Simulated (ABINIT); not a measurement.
An input for ABINIT 10.8.3 (H4C (I-43m)):

```
acell 3*1.0 Angstrom
rprim 
  -2.478924680900 2.478924680900 2.478924680900
  2.478924680900 -2.478924680900 2.478924680900
  2.478924680900 2.478924680900 -2.478924680900
ntypat 2
znucl 1 6
natom 5
typat 1 1 1 1 2
xred 
  0.000000000000 0.000000000000 0.746312870000
  0.746312870000 0.000000000000 0.000000000000
  0.000000000000 0.746312870000 0.000000000000
  0.253687130000 0.253687130000 0.253687130000
  0.000000000000 0.000000000000 0.000000000000
pp_dirpath "pseudos"
pseudos "H.upf, C.upf"
ecut 37
ngkpt 4 4 4
nshiftk 1
shiftk 0 0 0
kptopt 1
chksymbreak 0
istwfk *1
occopt 1
irdwfk 1
optdriver 4
nband 29
gwcalctyp 28
ecutsigx 37
symsigma 0
nkptgw 8
kptgw 
  0.0000000000 0.0000000000 0.0000000000
  0.2500000000 0.0000000000 0.0000000000
  0.5000000000 0.0000000000 0.0000000000
  0.2500000000 0.2500000000 0.0000000000
  0.2500000000 0.2500000000 0.2500000000
  -0.2500000000 0.2500000000 0.2500000000
  0.5000000000 0.5000000000 0.2500000000
  0.5000000000 0.5000000000 0.5000000000
bdgw 
  1 13
  1 13
  1 13
  1 13
  1 13
  1 13
  1 13
  1 13
ecuteps 3.2
irdscr 1
ppmodel 1
indata_prefix "in"
outdata_prefix "out"
tmpdata_prefix "tmp"
```

```sh
OMP_NUM_THREADS=1 mpirun -n 4 abinit run.abi > log
```

How long will it take on 4 MPI ranks of Intel Xeon Platinum 8375C at 2.90GHz (Ice Lake), shared host, and how much memory?

It took 34 s; on shared hardware allow 17 s to 68 s. Peak host memory was 1.1 GiB.

[Paths, hosts, dates, memory and timing lines, banners, echoed tables and standing remarks are left out of the program output.]

[Logs are printed without paths, hosts, clocks, repeated set-up lines and the standing remarks that a program may print on its own settings, such as how far it seeks lower states.]

[Runs of the session that timed out or met a known fault of the program may be left out.]

[Hosts, paths, dates, database ids (printed as entryN), source tags and the programs' standing remarks are cut or masked in the printed files.]

[G0W0 gaps are taken among the corrected bands and points alone; a level outside them can change the order at an edge.]

[Where Ansatz stands beside ABINIT at settings called matched, ABINIT's density can come from a denser mesh and the files from another edition; pairs whose starting gaps differed by over 0.03 eV were left out, so agreement reads better than it is.]
